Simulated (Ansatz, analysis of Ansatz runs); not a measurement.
# MnGeO3 (R-3): a line between two Mn sites for an added hole, part 2 of 3

Question: does an added hole stay on the Mn atom where it is started in MnGeO3 (R-3), and if so, how high is the barrier for a hop to another Mn site nearby? Model: a cell of 80 host atoms.

Ansatz 0.2.0; plane-wave PAW DFT, PBEsol+U; relaxation of all atoms of a supercell at fixed charge in a uniform background; PAW set soft_1.

So far. Step 2 (The cell without the carrier): The largest displacement from an ideal site is 0.006 Å.

## Step 3: The hole on the first site

The nearest neighbour or neighbours of the site start displaced and the site's starting moment is changed by the carrier's spin, since a carrier doesn't trap itself in the undistorted lattice.

A.relax/input.yaml reads:

```yaml
crystal:
  lattice:
    - [5.0401609, 2.90993825, 9.60331119]
    - [-5.0401609, 2.90993825, 9.60331119]
    - [0.0, -5.81987651, 9.60331119]
  atoms:
    - { symbol: Mn, position: [0.317735, 0.318279, 0.317214], spin: 5.0 }
    - { symbol: Mn, position: [0.182595, 0.182866, 0.181953], spin: -5.0 }
    - { symbol: Ge, position: [0.07874, 0.079104, 0.078356] }
    - { symbol: Ge, position: [0.421527, 0.421897, 0.420749] }
    - { symbol: O, position: [0.478921, 0.102588, 0.280159] }
    - { symbol: O, position: [0.280708, 0.479459, 0.10164] }
    - { symbol: O, position: [0.10218, 0.281048, 0.478494] }
    - { symbol: O, position: [0.021349, 0.398415, 0.219119] }
    - { symbol: O, position: [0.223707, 0.013058, 0.394339] }
    - { symbol: O, position: [0.398109, 0.220039, 0.020661] }
    - { symbol: Mn, position: [0.31765, 0.318221, 0.817172], spin: 5.0 }
    - { symbol: Mn, position: [0.182772, 0.182843, 0.681893], spin: -5.0 }
    - { symbol: Ge, position: [0.078826, 0.079217, 0.578323] }
    - { symbol: Ge, position: [0.421414, 0.421804, 0.920934] }
    - { symbol: O, position: [0.478839, 0.102626, 0.780112] }
    - { symbol: O, position: [0.280732, 0.479431, 0.601527] }
    - { symbol: O, position: [0.10222, 0.280975, 0.978427] }
    - { symbol: O, position: [0.02149, 0.39838, 0.719076] }
    - { symbol: O, position: [0.219549, 0.021509, 0.897665] }
    - { symbol: O, position: [0.398289, 0.220019, 0.520538] }
    - { symbol: Mn, position: [0.317785, 0.818078, 0.317176], spin: 4.0 }
    - { symbol: Mn, position: [0.182744, 0.682891, 0.181905], spin: -5.0 }
    - { symbol: Ge, position: [0.078815, 0.579221, 0.078398] }
    - { symbol: Ge, position: [0.421355, 0.9219, 0.420881] }
    - { symbol: O, position: [0.471435, 0.612848, 0.281829] }
    - { symbol: O, position: [0.282433, 0.97168, 0.111924] }
    - { symbol: O, position: [0.112396, 0.782835, 0.471036] }
    - { symbol: O, position: [0.021221, 0.898354, 0.21926] }
    - { symbol: O, position: [0.219618, 0.521681, 0.397608] }
    - { symbol: O, position: [0.398234, 0.719916, 0.02061] }
    - { symbol: Mn, position: [0.317692, 0.818085, 0.81723], spin: 5.0 }
    - { symbol: Mn, position: [0.182496, 0.68294, 0.682176], spin: -5.0 }
    - { symbol: Ge, position: [0.07886, 0.579244, 0.578341] }
    - { symbol: Ge, position: [0.421449, 0.921806, 0.920896] }
    - { symbol: O, position: [0.478826, 0.602586, 0.780081] }
    - { symbol: O, position: [0.280618, 0.979296, 0.601698] }
    - { symbol: O, position: [0.102128, 0.781054, 0.978546] }
    - { symbol: O, position: [0.021225, 0.898558, 0.719065] }
    - { symbol: O, position: [0.219442, 0.521641, 0.89776] }
    - { symbol: O, position: [0.394682, 0.724234, 0.51194] }
    - { symbol: Mn, position: [0.817856, 0.31805, 0.317265], spin: 5.0 }
    - { symbol: Mn, position: [0.682425, 0.182901, 0.182068], spin: -5.0 }
    - { symbol: Ge, position: [0.578772, 0.07921, 0.07835] }
    - { symbol: Ge, position: [0.921444, 0.421783, 0.420938] }
    - { symbol: O, position: [0.979062, 0.10247, 0.280092] }
    - { symbol: O, position: [0.780745, 0.479415, 0.101563] }
    - { symbol: O, position: [0.602136, 0.281148, 0.478459] }
    - { symbol: O, position: [0.521405, 0.39853, 0.21897] }
    - { symbol: O, position: [0.719636, 0.021744, 0.397628] }
    - { symbol: O, position: [0.898075, 0.219955, 0.020804] }
    - { symbol: Mn, position: [0.817847, 0.318189, 0.817209], spin: 5.0 }
    - { symbol: Mn, position: [0.682432, 0.182946, 0.682117], spin: -5.0 }
    - { symbol: Ge, position: [0.578869, 0.079311, 0.578318] }
    - { symbol: Ge, position: [0.921544, 0.421773, 0.920934] }
    - { symbol: O, position: [0.978955, 0.10252, 0.780147] }
    - { symbol: O, position: [0.78052, 0.47934, 0.601669] }
    - { symbol: O, position: [0.602173, 0.281001, 0.978457] }
    - { symbol: O, position: [0.521133, 0.398563, 0.719047] }
    - { symbol: O, position: [0.719563, 0.021577, 0.897631] }
    - { symbol: O, position: [0.898108, 0.219994, 0.520748] }
    - { symbol: Mn, position: [0.817843, 0.818148, 0.317334], spin: 5.0 }
    - { symbol: Mn, position: [0.682657, 0.682957, 0.181975], spin: -5.0 }
    - { symbol: Ge, position: [0.578961, 0.579259, 0.078141] }
    - { symbol: Ge, position: [0.92141, 0.921837, 0.42108] }
    - { symbol: O, position: [0.978906, 0.602524, 0.280173] }
    - { symbol: O, position: [0.780629, 0.979342, 0.101683] }
    - { symbol: O, position: [0.602071, 0.781072, 0.478404] }
    - { symbol: O, position: [0.512367, 0.895249, 0.223306] }
    - { symbol: O, position: [0.719596, 0.521628, 0.397544] }
    - { symbol: O, position: [0.898193, 0.720035, 0.020684] }
    - { symbol: Mn, position: [0.817861, 0.818149, 0.817319], spin: 5.0 }
    - { symbol: Mn, position: [0.68234, 0.683003, 0.682113], spin: -5.0 }
    - { symbol: Ge, position: [0.578777, 0.579246, 0.578225] }
    - { symbol: Ge, position: [0.92145, 0.921903, 0.920921] }
    - { symbol: O, position: [0.979052, 0.602492, 0.780198] }
    - { symbol: O, position: [0.780669, 0.979502, 0.601714] }
    - { symbol: O, position: [0.602195, 0.781041, 0.978319] }
    - { symbol: O, position: [0.521255, 0.89862, 0.718997] }
    - { symbol: O, position: [0.719762, 0.521675, 0.897447] }
    - { symbol: O, position: [0.898008, 0.720027, 0.520946] }
total_charge: 1
basis:
  ecutwfc: 420
  xc_grid: 2
hamiltonian:
  xc: pbesol
  hubbard:
    sites: [{ species: Mn, l: d, u_eff: 4.5 }]
    projectors: ortho-atomic
  pseudopotentials: { kind: paw, azcp: { folder: soft_1 }, xc_functional: pbe }
kpoints:
  mp_grid: { grid: [1, 1, 1] }
magnetization:
  spin_polarized: true
  initial_magnetization: -1
  spin_locking: { lock_magnetization: hard }
scf:
  occupations: { method: fermi_dirac, width: 0.01 }
  max_iter: 120
  lower_state_search: "off"
output:
  forces: true
relax:
  f_tol: 0.015
  max_steps: 70
  escape_saddle: false
checkpoint:
  write: "../A.relax.run"
  compress: false
  write_wavefunctions: true
  write_every: 100000
```

Command:

```
$ ansatz run input.yaml --threads 32 --pin off --max-ram 84787MiB --backend cuda --events-out ev --progress --plain --runs-dir out --max-vram 78GiB
```

Numbers of over 12 decimals in the logs are rounded to 6 here.

Log:

```text
[...]
Crystal: 80 atoms, lattice volume = 845.085 Å³
Basis set: ecut = 420 eV, 16545 PW (Γ), exchange–correlation on 160×160×160 points (8 copies of the dense FFT grid, shifted against one another)
Bands: 456, of which v1, the nominal top of the filled ones, is band 376 counted from 1 (375 counted from 0)
Symmetry: 1 space group operations
[...]
k-points: 1
[...]
Starting moments: Σ|m| = 79 μB on 16 of 80 sites
[...]
SCF iter   1: F=—  HF=-156925.911145 eV  |Δ(HF+E_count)|=         —  Δρ=9.31e-2 (↑9.31e-2 ↓9.03e-2)  dr2=2.82e2  dr2_m=3.56e0  M=-1.000 μB ∫|m|=71.592 μB  Hψ=2908
[...]
spin=Collinear: Kerker preconditioning applied to the charge; magnetization (m = ρ↑ − ρ↓) channel mixes plain (no charge-response kernel on spin).
SCF iter   2: F=—  HF=-156889.937875 eV  |Δ(HF+E_count)|=    3.60e1  Δρ=4.16e-2 (↑4.16e-2 ↓4.08e-2)  dr2=6.26e1  dr2_m=9.67e-1  M=-1.000 μB ∫|m|=75.856 μB  Hψ=1830
[...]
SCF iter   6: F=—  HF=-156877.171013 eV  |Δ(HF+E_count)|=   1.13e-2  Δρ=3.91e-3 (↑3.91e-3 ↓1.50e-3)  dr2=2.94e-1  dr2_m=2.70e-2  M=-1.000 μB ∫|m|=77.390 μB  Hψ=1682
SCF iter   7: F=—  HF=-156877.143126 eV  |Δ(HF+E_count)|=   2.79e-2  Δρ=2.36e-3 (↑2.36e-3 ↓1.06e-3)  dr2=7.36e-2  dr2_m=9.27e-3  M=-1.000 μB ∫|m|=77.377 μB  Hψ=1688
[...]
SCF iter  20: F=-156877.153406 eV  HF=-156877.153406 eV  |Δ(HF+E_count)|=   3.14e-6  Δρ=7.35e-6 (↑7.35e-6 ↓3.95e-6)  dr2=7.68e-7  dr2_m=1.03e-7  M=-1.000 μB ∫|m|=77.364 μB  Hψ=2943
SCF 1 converged in 20 iterations: F = -156877.153406 eV  dr2 = 7.68e-7
[...]
relax step   1: F+E_penalty+E_count = -156877.15340606 eV  Δ(F+E_penalty+E_count) = +0.000e0 eV  max|allowed force component| = 1.059e0 eV/Å  Δτ_max = 0.0000 Å  (20 SCF iters, dr2 threshold 5.63e-6 eV, accepted)
[...]
relax step   2: F+E_penalty+E_count = -156877.40203816 eV  Δ(F+E_penalty+E_count) = -2.486e-1 eV  max|allowed force component| = 4.335e-1 eV/Å  Δτ_max = 0.0576 Å  (7 SCF iters, dr2 threshold 7.00e-5 eV, accepted)
relax step   3: F+E_penalty+E_count = -156877.46195928 eV  Δ(F+E_penalty+E_count) = -5.992e-2 eV  max|allowed force component| = 2.772e-1 eV/Å  Δτ_max = 0.0236 Å  (6 SCF iters, dr2 threshold 1.17e-5 eV, accepted)
relax step   4: F+E_penalty+E_count = -156877.49181649 eV  Δ(F+E_penalty+E_count) = -2.986e-2 eV  max|allowed force component| = 2.267e-1 eV/Å  Δτ_max = 0.0340 Å  (6 SCF iters, dr2 threshold 1.29e-5 eV, accepted)
relax step   5: F+E_penalty+E_count = -156877.50435193 eV  Δ(F+E_penalty+E_count) = -1.254e-2 eV  max|allowed force component| = 1.212e-1 eV/Å  Δτ_max = 0.0286 Å  (6 SCF iters, dr2 threshold 2.10e-5 eV, accepted)
relax step   6: F+E_penalty+E_count = -156877.51058500 eV  Δ(F+E_penalty+E_count) = -6.233e-3 eV  max|allowed force component| = 3.914e-2 eV/Å  Δτ_max = 0.0265 Å  (6 SCF iters, dr2 threshold 4.20e-6 eV, accepted)
relax step   7: F+E_penalty+E_count = -156877.51170999 eV  Δ(F+E_penalty+E_count) = -1.125e-3 eV  max|allowed force component| = 2.146e-2 eV/Å  Δτ_max = 0.0038 Å  (7 SCF iters, accepted)
[...]
SCF iter   2: F=—  HF=-156877.507952 eV  |Δ(HF+E_count)|=   1.60e-4  Δρ=2.26e-4 (↑2.26e-4 ↓1.99e-4)  dr2=5.62e-4  dr2_m=4.92e-5  M=-1.000 μB ∫|m|=77.297 μB  Hψ=1050
[...]
SCF iter   7: F=-156877.511919 eV  HF=-156877.511919 eV  |Δ(HF+E_count)|=   4.96e-8  Δρ=1.36e-6 (↑1.36e-6 ↓1.04e-6)  dr2=3.28e-8  dr2_m=2.45e-9  M=-1.000 μB ∫|m|=77.298 μB  Hψ=2408
SCF 8 converged in 7 iterations: F = -156877.511919 eV  dr2 = 3.28e-8
relax step   8: F+E_penalty+E_count = -156877.51191858 eV  Δ(F+E_penalty+E_count) = -2.086e-4 eV  max|allowed force component| = 1.380e-2 eV/Å  Δτ_max = 0.0041 Å  (7 SCF iters, accepted)
[...]
NSCF: frozen V_eff on 1 k-points
[...]
SCF converged after 7 iterations
Stability checked in part: among states of this total moment the steps that led to this state did not find it unstable. No probe was made; neither looks for a lower state of another moment (fixed_total_moment; see scf.lower_state_search)
Magnetization: -1.0000 μB (375.0000 up, 376.0000 down)
Absolute magnetization: 77.3228 μB (∫|ρ↑−ρ↓|, with the PAW one-centre terms)
[...]
Per-site moments (μB) at R_I (Å): [(4.137376, 0.861958), (-4.120848, 0.855651), (0.00334908, 0.771257), [... 6 left out ...]
Free energy (F): -156877.511919 eV
[...]
Internal energy: -156877.511919 eV  (E = F + TS)
E sigma→0 (E₀):  -156877.511919 eV
Fermi energy:    9.880629 (↑ 9.877019, ↓ 10.854169) eV
[...]
--- Forces (eV/Å), atoms counted from 1 ---
  atom   1  Mn     0.00164510     0.00006726    -0.00294265
  atom   2  Mn    -0.00163198     0.00390552     0.00457462
  atom   3  Ge    -0.00621915     0.00025261    -0.00341618
  [... 3 atoms left out ...]
  [... 74 more lines of this table ...]
  max |Σ_I F_I| component: 5.64e-5 eV/Å
--- Band table (eV) ---
[...]
Occupation matrices written to <dir>
--- Relaxed structure (8 steps of the walk, 8 accepted, 0 SCFs on fresh bases) ---
  F+E_penalty+E_count = -156877.51191858 eV   max|allowed force component| = 1.380e-2 eV/Å
  atoms:
    - { symbol: Mn, position: [0.316513, 0.319919, 0.317512] }
    - { symbol: Mn, position: [0.179979, 0.189012, 0.179620] }
    - { symbol: Ge, position: [0.074041, 0.077799, 0.084001] }
    [... 3 atoms left out ...]
  [... 74 more lines of this table ...]
```

Run time: 9.3 s. Hardware: 1 × NVIDIA GB200 with 32 threads of Arm Neoverse V2, shared host; peak memory 1.7 GiB.

The steps of the relaxation:

```tsv
step	energy less that of the first step (eV)	largest force component (eV/Å)
1	0.0000	1.0586
2	-0.2486	0.4335
3	-0.3086	0.2772
4	-0.3384	0.2267
5	-0.3509	0.1212
6	-0.3572	0.0391
7	-0.3583	0.0215
8	-0.3585	0.0138
```

The atoms that moved most (Å):

```tsv
atom	dx	dy	dz	length
Mn21	0.034	0.016	0.114	0.120
O26	0.067	-0.079	-0.011	0.104
O9	-0.076	0.021	0.053	0.095
O19	0.019	-0.045	0.075	0.090
O40	-0.014	0.034	-0.075	0.083
O67	-0.017	0.013	-0.080	0.083
O35	-0.044	0.039	-0.056	0.081
O68	0.002	0.071	0.030	0.077
```

The moves above count from the input, in which the site's nearest neighbours were already displaced; the distances below compare with the cell without the carrier.

Distances from Mn21 without and with the hole:

```tsv
atom	without (Å)	with (Å)
O26	2.09	1.96
O25	2.09	2.06
O40	2.35	2.08
O27	2.09	2.10
O68	2.35	2.21
O9	2.35	2.28
```

The largest changes of the moments are -0.54 μB on Mn21, -0.10 μB on O26 and -0.09 μB on O40. The largest part sits on the chosen site.

## Step 4: The hole on the second site

The same start is made on the second site, to get the end of the hop.

B.relax/input.yaml reads:

```yaml
crystal:
  lattice:
    - [5.0401609, 2.90993825, 9.60331119]
    - [-5.0401609, 2.90993825, 9.60331119]
    - [0.0, -5.81987651, 9.60331119]
  atoms:
    - { symbol: Mn, position: [0.317735, 0.318279, 0.317214], spin: 5.0 }
    - { symbol: Mn, position: [0.182595, 0.182866, 0.181953], spin: -5.0 }
[... 6 atom lines left out ...]
    - { symbol: O, position: [0.219518, 0.021766, 0.39763] }
[... 16 atom lines left out ...]
    - { symbol: O, position: [0.280688, 0.97926, 0.101611] }
    - { symbol: O, position: [0.102113, 0.781083, 0.478593] }
[... 17 atom lines left out ...]
    - { symbol: O, position: [0.971455, 0.112719, 0.281929] }
[... 18 atom lines left out ...]
    - { symbol: Ge, position: [0.92141, 0.921837, 0.42108] }
[... 15 atom lines left out ...]
    - { symbol: O, position: [0.898008, 0.720027, 0.520946] }
total_charge: 1
basis:
  ecutwfc: 420
  xc_grid: 2
hamiltonian:
  xc: pbesol
  hubbard:
    sites: [{ species: Mn, l: d, u_eff: 4.5 }]
    projectors: ortho-atomic
  pseudopotentials: { kind: paw, azcp: { folder: soft_1 }, xc_functional: pbe }
kpoints:
  mp_grid: { grid: [1, 1, 1] }
magnetization:
  spin_polarized: true
  initial_magnetization: -1
  spin_locking: { lock_magnetization: hard }
scf:
  occupations: { method: fermi_dirac, width: 0.01 }
  max_iter: 120
  lower_state_search: "off"
output:
  forces: true
relax:
  f_tol: 0.015
  max_steps: 70
  escape_saddle: false
checkpoint:
  write: "../B.relax.run"
  compress: false
  write_wavefunctions: true
  write_every: 100000
```

Log:

```text
[...]
Crystal: 80 atoms, lattice volume = 845.085 Å³
Basis set: ecut = 420 eV, 16545 PW (Γ), exchange–correlation on 160×160×160 points (8 copies of the dense FFT grid, shifted against one another)
Bands: 456, of which v1, the nominal top of the filled ones, is band 376 counted from 1 (375 counted from 0)
Symmetry: 1 space group operations
[...]
k-points: 1
[...]
Starting moments: Σ|m| = 79 μB on 16 of 80 sites
[...]
SCF iter   1: F=—  HF=-156925.911872 eV  |Δ(HF+E_count)|=         —  Δρ=9.31e-2 (↑9.31e-2 ↓9.03e-2)  dr2=2.82e2  dr2_m=3.56e0  M=-1.000 μB ∫|m|=71.592 μB  Hψ=2924
[...]
SCF iter   2: F=—  HF=-156889.939052 eV  |Δ(HF+E_count)|=    3.60e1  Δρ=4.16e-2 (↑4.16e-2 ↓4.08e-2)  dr2=6.26e1  dr2_m=9.68e-1  M=-1.000 μB ∫|m|=75.857 μB  Hψ=1830
[...]
Free energy (F): -156877.511873 eV
[...]
Internal energy: -156877.511873 eV  (E = F + TS)
E sigma→0 (E₀):  -156877.511873 eV
Fermi energy:    9.880240 (↑ 9.876566, ↓ 10.854252) eV
[...]
--- Forces (eV/Å), atoms counted from 1 ---
  atom   1  Mn    -0.00056348    -0.00156112    -0.00286160
  atom   2  Mn     0.00496545    -0.00081485     0.00457227
  atom   3  Ge     0.00346918     0.00531937    -0.00348495
  [... 3 atoms left out ...]
  [... 74 more lines of this table ...]
  max |Σ_I F_I| component: 7.32e-5 eV/Å
--- Band table (eV) ---
[...]
Occupation matrices written to <dir>
--- Relaxed structure (8 steps of the walk, 8 accepted, 0 SCFs on fresh bases) ---
  F+E_penalty+E_count = -156877.51187314 eV   max|allowed force component| = 1.363e-2 eV/Å
  atoms:
    - { symbol: Mn, position: [0.319590, 0.318377, 0.316030] }
    - { symbol: Mn, position: [0.188582, 0.180353, 0.179623] }
    - { symbol: Ge, position: [0.077353, 0.085086, 0.073412] }
    [... 3 atoms left out ...]
  [... 74 more lines of this table ...]
[key lines of the parts left out:]
SCF converged after 7 iterations
Magnetization: -1.0000 μB (375.0000 up, 376.0000 down)
```

Wall time 8.8 s (1 × NVIDIA GB200 with 32 threads); peak memory 1.6 GiB.

Distances from Mn41 without and with the hole:

```tsv
atom	without (Å)	with (Å)
O45	2.09	1.96
O47	2.09	2.06
O69	2.35	2.08
O46	2.09	2.11
O60	2.35	2.22
O8	2.35	2.27
```

The largest changes of the moments are -0.54 μB on Mn41, -0.10 μB on O45 and -0.09 μB on O69. The largest part sits on the chosen site.

[end of part 2 of 3]

[Logs are printed without paths, hosts, clocks, repeated set-up lines and the standing remarks that a program may print on its own settings, such as how far it seeks lower states.]

[Hosts, paths, dates, database ids (printed as entryN), source tags and the programs' standing remarks are cut or masked in the printed files.]
